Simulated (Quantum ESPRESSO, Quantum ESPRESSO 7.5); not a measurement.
## Sr(111), 5 layers: cutoff convergence

Aim: how far one choice must go before the vacuum level and the energy of Sr(111), 5 layers stand still, and what it costs.

Method: plane-wave DFT, PBE, GBRV ultrasoft pseudopotentials, in Quantum ESPRESSO 7.5.

### Step 1. Starting point

The cell holds 5 atoms: 5 Sr. Its edges and angles: a = 4.299 Å, b = 4.299 Å, c = 30.041 Å, α = 90.0°, β = 90.0°, γ = 60.0°. It derives from Sr. Vacuum lies along c.

### Step 2. Ground state: ecutwfc 60 Ry, ecutrho 300 Ry

The first run is the reference of the series.

c0.in

```
&control
  prefix = 'c0'
  outdir = './out'
  pseudo_dir = './pseudo'
  calculation = 'scf'
  tprnfor = .true.
/
&system
  ibrav = 0
  nat = 5
  ntyp = 1
  ecutwfc = 60
  ecutrho = 300
  occupations = 'smearing'
  smearing = 'mv'
  degauss = 0.02
  assume_isolated = 'esm'
  esm_bc = 'bc1'
/
&electrons
  conv_thr = 1e-07
  mixing_beta = 0.4
  electron_maxstep = 120
  mixing_mode = 'local-TF'
/
ATOMIC_SPECIES
  Sr  87.6200  sr_pbe_v1.uspp.F.UPF
CELL_PARAMETERS angstrom
  4.29920922961421 0.00000000000000 0.00000000000000
  2.14960461480710 3.72322440903043 0.00000000000000
  0.00000000000000 0.00000000000000 30.04115854669170
ATOMIC_POSITIONS crystal
  Sr  0.666666666700 0.666666666700 -0.233698685836
  Sr  0.000000000000 0.000000000000 -0.116849342918
  Sr  0.333333333300 0.333333333300 0.000000000000
  Sr  0.666666666700 0.666666666700 0.116849342918
  Sr  0.000000000000 0.000000000000 0.233698685836
K_POINTS automatic
  6 6 1 0 0 0
```

On the command line:

```
OMP_NUM_THREADS=1 mpirun -n 4 pw.x -nk 2 -in c0.in > c0.out
```

What it wrote:

```text
Program PWSCF v.7.5 starts
[citation notice left out]

     Parallel version (MPI & OpenMP), running on       4 processor cores
     Number of MPI processes:                 4
     Threads/MPI process:                     1

     MPI processes distributed on     1 nodes
[...]
Current dimensions of program PWSCF are:
     Max number of different atomic species (ntypx) = 10
     Max number of k-points (npk) =  40000
     Max angular momentum in pseudopotentials (lmaxx) =  4
     Message from routine setup:
     using ibrav=0 with symmetry is DISCOURAGED, use correct ibrav instead

     K-points division:     npool     =       2
     R & G space division:  proc/nbgrp/npool/nimage =       2
     Subspace diagonalization in iterative solution of the eigenvalue problem:
     a serial algorithm will be used

     Parallelization info
     --------------------
     sticks:   dense  smooth     PW     G-vecs:    dense   smooth      PW
     Min         684     536    156               142480   101644   15634
     Max         685     539    157               142497   101657   15643
     Sum        1369    1075    313               284977   203301   31277

     Using Slab Decomposition

     bravais-lattice index     =            0
     lattice parameter (alat)  =       8.1243  a.u.
     unit-cell volume          =    3245.0476 (a.u.)^3
     number of atoms/cell      =            5
     number of atomic types    =            1
     number of electrons       =        50.00
     number of Kohn-Sham states=           30
     kinetic-energy cutoff     =      60.0000  Ry
     charge density cutoff     =     300.0000  Ry
     scf convergence threshold =      1.0E-07
     mixing beta               =       0.4000
     number of iterations used =            8  local-TF  mixing
     Exchange-correlation= SLA  PW   PBE  PBE
                           (   1   4   3   4   0   0   0)

     Effective Screening Medium Method
     =================================
     Boundary Conditions: Vacuum-Slab-Vacuum
     total charge in unit cell        =   0.0000
     grid points for fit at edges     =        4

     celldm(1)=   8.124328  celldm(2)=   0.000000  celldm(3)=   0.000000
     celldm(4)=   0.000000  celldm(5)=   0.000000  celldm(6)=   0.000000

     crystal axes: (cart. coord. in units of alat)
               a(1) = (   1.000000   0.000000   0.000000 )
               a(2) = (   0.500000   0.866025   0.000000 )
               a(3) = (   0.000000   0.000000   6.987601 )

     reciprocal axes: (cart. coord. in units 2 pi/alat)
               b(1) = (  1.000000 -0.577350  0.000000 )
               b(2) = (  0.000000  1.154701  0.000000 )
               b(3) = (  0.000000  0.000000  0.143111 )

     PseudoPot. # 1 for Sr read from file:
     ./pseudo/sr_pbe_v1.uspp.F.UPF
     Pseudo is Ultrasoft + core correction, Zval = 10.0
     Generated by new atomic code, or converted to UPF format
     Using radial grid of  883 points,  6 beta functions with:
                l(1) =   0
                l(2) =   0
                l(3) =   1
                l(4) =   1
                l(5) =   2
                l(6) =   2
     Q(r) pseudized with  6 coefficients,  rinner =    1.400   1.400   1.400
                                                       1.400   1.400

     atomic species   valence    mass     pseudopotential
     Sr               10.00    87.62000     Sr( 1.00)

     12 Sym. Ops., with inversion, found ( 6 have fractional translation)

   Cartesian axes

     site n.     atom                  positions (alat units)
         1        Sr     tau(   1) = (   1.0000000   0.5773503  -1.6329932  )
         2        Sr     tau(   2) = (   0.0000000   0.0000000  -0.8164966  )
         3        Sr     tau(   3) = (   0.5000000   0.2886751   0.0000000  )
         4        Sr     tau(   4) = (   1.0000000   0.5773503   0.8164966  )
         5        Sr     tau(   5) = (   0.0000000   0.0000000   1.6329932  )

     number of k points=     7  Marzari-Vanderbilt smearing, width (Ry)=  0.0200
                       cart. coord. in units 2pi/alat
        k(    1) = (   0.0000000   0.0000000   0.0000000), wk =   0.0555556
        k(    2) = (   0.0000000   0.1924501   0.0000000), wk =   0.3333333
        k(    3) = (   0.0000000   0.3849002   0.0000000), wk =   0.3333333
        k(    4) = (   0.0000000  -0.5773503   0.0000000), wk =   0.1666667
        k(    5) = (   0.1666667   0.2886751   0.0000000), wk =   0.3333333
        k(    6) = (   0.1666667  -0.6735753   0.0000000), wk =   0.6666667
        k(    7) = (   0.3333333  -0.5773503   0.0000000), wk =   0.1111111

     Dense  grid:   284977 G-vectors     FFT dimensions: (  45,  45, 320)

     Smooth grid:   203301 G-vectors     FFT dimensions: (  45,  45, 288)

     Estimated max dynamical RAM per process >     346.63 MB

     Estimated total dynamical RAM >       1.29 GB

     Check: negative core charge=   -0.000001

     Initial potential from superposition of free atoms

     starting charge      49.8317, renormalised to      50.0000

     negative rho (up, down):  3.208E-01 0.000E+00
     Starting wfcs are   65 randomized atomic wfcs

     total cpu time spent up to now is        3.4 secs

     per-process dynamical memory:   109.1 Mb

     Self-consistent Calculation

     iteration #  1     ecut=    60.00 Ry     beta= 0.40
     Davidson diagonalization with overlap
     ethr =  1.00E-02,  avg # of iterations =  2.0

     negative rho (up, down):  3.215E-01 0.000E+00

     total cpu time spent up to now is        7.4 secs

     total energy              =    -350.64718575 Ry
     estimated scf accuracy    <       0.72253808 Ry

     iteration #  2     ecut=    60.00 Ry     beta= 0.40
[...]
negative rho (up, down):  3.249E-01 0.000E+00

[...]
total energy              =    -350.60636701 Ry
     estimated scf accuracy    <       0.42501292 Ry

     iteration #  3     ecut=    60.00 Ry     beta= 0.40
[...]
negative rho (up, down):  3.272E-01 0.000E+00

[...]
total energy              =    -350.62604481 Ry
     estimated scf accuracy    <       0.03099078 Ry

     iteration #  4     ecut=    60.00 Ry     beta= 0.40
[...]
c_bands:  2 eigenvalues not converged
     c_bands:  2 eigenvalues not converged
[...]
negative rho (up, down):  3.276E-01 0.000E+00

[...]
total energy              =    -350.67214555 Ry
     estimated scf accuracy    <       0.02166625 Ry

[...]
negative rho (up, down):  3.320E-01 0.000E+00

[...]
total energy              =    -350.67735749 Ry
     estimated scf accuracy    <       0.00135468 Ry

     iteration #  9     ecut=    60.00 Ry     beta= 0.40
[...]
c_bands:  1 eigenvalues not converged
     c_bands:  1 eigenvalues not converged
[...]
negative rho (up, down):  3.331E-01 0.000E+00

[...]
total energy              =    -350.67666193 Ry
     estimated scf accuracy    <       0.00070364 Ry

     iteration # 10     ecut=    60.00 Ry     beta= 0.40
[...]
c_bands:  1 eigenvalues not converged
[...]
negative rho (up, down):  3.327E-01 0.000E+00

[...]
total energy              =    -350.67684874 Ry
     estimated scf accuracy    <       0.00843070 Ry

     iteration # 11     ecut=    60.00 Ry     beta= 0.40
[...]
c_bands:  1 eigenvalues not converged
[...]
negative rho (up, down):  3.326E-01 0.000E+00

[...]
total energy              =    -350.67596945 Ry
     estimated scf accuracy    <       0.00443407 Ry

     iteration # 12     ecut=    60.00 Ry     beta= 0.40
[...]
negative rho (up, down):  3.326E-01 0.000E+00

[...]
total energy              =    -350.67611344 Ry
     estimated scf accuracy    <       0.00075452 Ry

     iteration # 13     ecut=    60.00 Ry     beta= 0.40
[...]
negative rho (up, down):  3.325E-01 0.000E+00

[...]
total energy              =    -350.67605089 Ry
     estimated scf accuracy    <       0.00062178 Ry

     iteration # 14     ecut=    60.00 Ry     beta= 0.40
[...]
negative rho (up, down):  3.324E-01 0.000E+00

[...]
total energy              =    -350.67583245 Ry
     estimated scf accuracy    <       0.00028838 Ry

[...]
iteration # 33     ecut=    60.00 Ry     beta= 0.40
[...]
negative rho (up, down):  3.323E-01 0.000E+00

[...]
total energy              =    -350.67614643 Ry
     estimated scf accuracy    <       0.00000033 Ry

     iteration # 34     ecut=    60.00 Ry     beta= 0.40
[...]
negative rho (up, down):  3.323E-01 0.000E+00

[...]
total energy              =    -350.67614657 Ry
     estimated scf accuracy    <       0.00000030 Ry

     iteration # 35     ecut=    60.00 Ry     beta= 0.40
[...]
negative rho (up, down):  3.323E-01 0.000E+00

[...]
total energy              =    -350.67614669 Ry
     estimated scf accuracy    <       0.00000027 Ry

     iteration # 36     ecut=    60.00 Ry     beta= 0.40
[...]
negative rho (up, down):  3.323E-01 0.000E+00

[...]
total energy              =    -350.67614694 Ry
     estimated scf accuracy    <       0.00000026 Ry

     iteration # 37     ecut=    60.00 Ry     beta= 0.40
[...]
negative rho (up, down):  3.323E-01 0.000E+00

[...]
total energy              =    -350.67614689 Ry
     estimated scf accuracy    <       0.00000027 Ry

     iteration # 38     ecut=    60.00 Ry     beta= 0.40
[...]
negative rho (up, down):  3.323E-01 0.000E+00

[...]
total energy              =    -350.67614706 Ry
     estimated scf accuracy    <       0.00000017 Ry

     iteration # 39     ecut=    60.00 Ry     beta= 0.40
[...]
negative rho (up, down):  3.323E-01 0.000E+00

[...]
total energy              =    -350.67614772 Ry
     estimated scf accuracy    <       0.00000017 Ry

     iteration # 40     ecut=    60.00 Ry     beta= 0.40
[...]
c_bands:  1 eigenvalues not converged
     c_bands:  1 eigenvalues not converged
[...]
negative rho (up, down):  3.323E-01 0.000E+00

[...]
End of self-consistent calculation

          k = 0.0000 0.0000 0.0000 ( 25369 PWs)   bands (ev):

   -39.6707 -39.6707 -39.3215 -39.3126 -39.3104 -21.7093 -21.7092 -21.5456
   -21.5456 -21.5456 -21.5456 -21.3719 -21.3040 -21.2441 -21.2352 -21.2352
   -21.2214 -21.2214 -21.2157 -21.2157  -6.2057  -5.9059  -5.4052  -4.7680
    -4.1330  -2.6462  -2.4057  -2.0281  -1.5990  -1.0755

          k = 0.0000 0.1925 0.0000 ( 25381 PWs)   bands (ev):

   -39.6687 -39.6687 -39.3190 -39.3105 -39.3087 -21.7040 -21.7040 -21.5804
   -21.5804 -21.5538 -21.5538 -21.3616 -21.3072 -21.2668 -21.2602 -21.2487
   -21.2451 -21.2385 -21.2296 -21.2224  -5.8266  -5.5349  -5.0434  -4.4108
    -3.7656  -2.6209  -2.2965  -1.9369  -1.5862  -1.2067

          k = 0.0000 0.3849 0.0000 ( 25418 PWs)   bands (ev):

   -39.6646 -39.6646 -39.3139 -39.3064 -39.3055 -21.6936 -21.6936 -21.6486
   -21.6486 -21.5702 -21.5702 -21.3529 -21.3513 -21.3239 -21.3053 -21.2773
   -21.2643 -21.2510 -21.2461 -21.2362  -4.8143  -4.5636  -4.1331  -3.5721
    -2.9782  -2.5560  -2.2152  -2.0930  -1.9925  -1.9490

          k = 0.0000-0.5774 0.0000 ( 25444 PWs)   bands (ev):

   -39.6625 -39.6625 -39.3113 -39.3043 -39.3040 -21.6885 -21.6885 -21.6821
   -21.6820 -21.5784 -21.5784 -21.3839 -21.3707 -21.3573 -21.2914 -21.2875
   -21.2737 -21.2587 -21.2543 -21.2433  -3.7416  -3.5855  -3.4023  -3.3071
    -3.2950  -2.6267  -2.5109  -2.3511  -2.3088  -2.0712

          k = 0.1667 0.2887 0.0000 ( 25472 PWs)   bands (ev):

   -39.6656 -39.6656 -39.3152 -39.3074 -39.3063 -21.6961 -21.6961 -21.6252
   -21.6252 -21.5728 -21.5728 -21.3491 -21.3299 -21.3009 -21.3008 -21.2745
   -21.2600 -21.2516 -21.2469 -21.2383  -5.1231  -4.8533  -4.3906  -3.7847
    -3.1455  -2.5434  -2.1137  -1.9462  -1.8268  -1.7345

          k = 0.1667-0.6736 0.0000 ( 25507 PWs)   bands (ev):

   -39.6625 -39.6625 -39.3113 -39.3043 -39.3040 -21.6883 -21.6883 -21.6648
   -21.6648 -21.5962 -21.5962 -21.3661 -21.3565 -21.3404 -21.3068 -21.2840
   -21.2786 -21.2750 -21.2619 -21.2527  -3.9450  -3.7468  -3.4062  -2.9978
    -2.7062  -2.5586  -2.3888  -2.2590  -2.1341  -2.0655

[...]
the Fermi energy is    -2.6824 ev

!    total energy              =    -350.67614669 Ry
     estimated scf accuracy    <       0.00000002 Ry
     smearing contrib. (-TS)   =      -0.00533951 Ry
     internal energy E=F+TS    =    -350.67080718 Ry

     The total energy is F=E-TS. E is the sum of the following terms:
     one-electron contribution =    5852.60210984 Ry
     hartree contribution      =   -2936.05228225 Ry
     xc contribution           =     -90.53556592 Ry
     ewald contribution        =   -3176.68506884 Ry

     convergence has been achieved in  40 iterations

     negative rho (up, down):  3.323E-01 0.000E+00

     Forces acting on atoms (cartesian axes, Ry/au):

     atom    1 type  1   force =     0.00000000    0.00000000    0.00245058
     atom    2 type  1   force =     0.00000000   -0.00000000   -0.00165276
     atom    3 type  1   force =     0.00000000   -0.00000000    0.00000000
     atom    4 type  1   force =     0.00000000    0.00000000    0.00165276
     atom    5 type  1   force =     0.00000000    0.00000000   -0.00245058

     Total force =     0.004180     Total SCF correction =     0.000577
     SCF correction compared to forces is large: reduce conv_thr to get better values

[...]
=------------------------------------------------------------------------------=
   JOB DONE.
=------------------------------------------------------------------------------=
[...]
```

The job ended after 3.6 min (4 MPI ranks of Intel Xeon Platinum 8488C (Sapphire Rapids), shared host; peak memory 1.5 GiB).

Numbers from this step:

```
free energy                                                    : -4771.1920 eV
Fermi energy                                                   : -2.682 eV
vacuum line at the lower end of the cell, over the Fermi level : 2.682 eV
vacuum line at the upper end of the cell, over the Fermi level : 2.682 eV
```

Electrostatic potential energy of an electron; zero at the Fermi level. Table of potential energy, planar mean by z:

```
z (Å)  potential energy, planar mean (eV)
  -15                                2.68
  -14                                2.68
  -13                                2.68
  -12                                2.68
  -11                                2.66
  -10                                2.54
   -9                                1.87
   -8                               -1.38
   -7                               -14.8
   -6                              -0.557
   -5                                1.35
   -4                               -7.71
   -3                               -7.35
   -2                                1.42
   -1                              -0.661
    0                               -14.8
    1                              -0.661
    2                                1.42
    3                               -7.35
    4                               -7.71
    5                                1.35
    6                              -0.557
    7                               -14.8
    8                               -1.38
    9                                1.87
   10                                2.54
   11                                2.66
   12                                2.68
   13                                2.68
   14                                2.68
```

The program's own clock; routines nest. Time by routine:

```csv
routine,wall time (s),calls
PWSCF,215.6,1
electrons,211.4,1
c_bands,132.2,40
cegterg,105.4,160
h_psi,83.13,1187
vloc_psi,71.18,1187
fftw,70.07,33760
mix_rho,34.4,40
sum_band,27.69,40
ffts,15.27,4176
newd,11.03,41
calbec,7.87,1363
h_psi:calbec,6.15,1187
v_of_rho,5.73,41
```

The vacuum levels are read from the outermost 0.7 Å of the cell on either side.

The run needed 40 iterations to bring the estimated error under 1e-07 Ry; the largest force on any atom, held or free, is 0.06 eV/Å.

Inside the slab this potential holds the local part of the pseudopotentials, which can be repulsive at the nuclei; only its value in the vacuum has a meaning of its own.

(Part 1 of 4 ends here.)

[Logs are printed without paths, hosts, clocks, repeated set-up lines and the standing remarks that a program may print on its own settings, such as how far it seeks lower states.]

[Hosts, paths, dates, database ids (printed as entryN), source tags and the programs' standing remarks are cut or masked in the printed files.]

[Maps of the electrostatic potential energy from Ansatz leave out the sawtooth potential of an applied field or a dipole correction, so their vacuum need not be flat; planar profiles and work functions include it.]
